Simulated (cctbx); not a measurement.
# Occupancies in Al3BN

Cell a = 3.4640 Å, b = 3.4640 Å, c = 11.3580 Å, α = 90.00°, β = 90.00°, γ = 120.00°; space group P6_3/mmc (no. 194); nominal formula Al3BN.

Simulated single-crystal data (cctbx): Ga Kα, λ = 1.3414 Å, to d = 0.8 Å, 80 % of the full sphere, strongest reflection 40000 counts, noise from counting, a 6 % proportional error and a noise floor of 15 counts (s.d.); no absorption.

With every site full:

```text
Rint 0.048, 68 unique reflections to 0.80 A
cycle     R1     wR2    GooF  max shift (A)
   1  0.1072  0.2274   9.612   0.00054
   2  0.0241  0.0655   2.769   0.00000
final R1 0.0241 wR2 0.0655 GooF 2.769  parameters 9  data/parameter 7.6
atom        x        y        z      Ueq    occ   su(xyz)  su(Uiso or U11)
Al1    0.00000  0.00000  0.25000   0.0075  1.000  0.00000  0.0006
Al2    0.66667  0.33333  0.57375   0.0082  1.000  0.00010  0.0006
N1     0.66667  0.33333  0.75000   0.0134  1.000  0.00000  0.0015
B2     0.00000  0.00000  0.50000   0.0010  1.000  0.00000  0.0015
difference map: max 0.78 min -0.45 rms 0.10
Q1    0.0000  0.0000  0.0000    2    0.78  0.00 A from B2
Q2    0.0000  0.0000  0.1490    4    0.20  1.15 A from Al1
Q3    0.3333  0.6667  0.0951    4    0.18  0.24 A from Al2
Q4    0.3333  0.6667  0.5861    4    0.18  1.82 A from Al2
Q5    0.0000  0.0000  0.2500    2    0.15  0.00 A from Al1
Q6    0.3333  0.6667  0.6671    4    0.11  2.21 A from N1
```

With the occupancies of the suspect sites free, each still typed as its main element:

```text
Rint 0.048, 68 unique reflections to 0.80 A
cycle     R1     wR2    GooF  max shift (A)
   1  0.0553  0.1205   5.183   0.00010
  18  0.0102  0.0243   1.047   0.00001
final R1 0.0102 wR2 0.0243 GooF 1.045  parameters 11  data/parameter 6.2
atom        x        y        z      Ueq    occ   su(xyz)  su(Uiso or U11)
Al1    0.00000  0.00000  0.25000   0.0077  1.000  0.00000  0.0002
Al2    0.66667  0.33333  0.57378   0.0085  1.000  0.00004  0.0002
N1     0.66667  0.33333  0.75000   0.0071  0.873  0.00000  0.0008
B2     0.00000  0.00000  0.50000   0.0091  1.195  0.00000  0.0008
su of occupancy N1: 0.010
su of occupancy B2: 0.013
difference map: max 0.20 min -0.11 rms 0.04
Q1    0.0000  0.0000  0.1610    4    0.20  1.01 A from Al1
Q2    0.3333  0.6667  0.5714    4    0.16  1.65 A from Al2
Q3    0.3333  0.6667  0.0515    4    0.14  0.25 A from Al2
Q4    0.3333  0.6667  0.6740    4    0.14  2.18 A from N1
Q5    0.0000  0.0000  0.0651    4    0.13  0.74 A from B2
Q6    0.3333  0.6667  0.2064    4    0.11  0.49 A from N1
```

**Question.** What is the disorder?

X-rays count electrons. N1 refines to 0.873(0.010), or 6.1 electrons; the site truly holds 0.7 N and 0.3 B, 6.4 electrons, which is 0.914 of N; B2 refines to 1.195(0.013), or 6.0 electrons; the site truly holds 0.7 B and 0.3 N, 5.6 electrons, which is 1.120 of B. A value under 1 can't tell vacancies from a lighter guest, and one over 1 needs a heavier guest; chemistry or a second radiation must settle which. Occupancy correlates with U and the scale, and the two elements' form factors differ in shape, so the match is approximate.

Freeing them takes R1 from 0.0241 to 0.0102 and GooF from 2.77 to 1.04.

The model is made up (kin elements in a known structure type, no relaxation), so it says nothing on whether the phase exists.

[Middle refinement cycles are left out of these outputs.]

[Logs are printed without paths, hosts, clocks, repeated set-up lines and the standing remarks that a program may print on its own settings, such as how far it seeks lower states.]
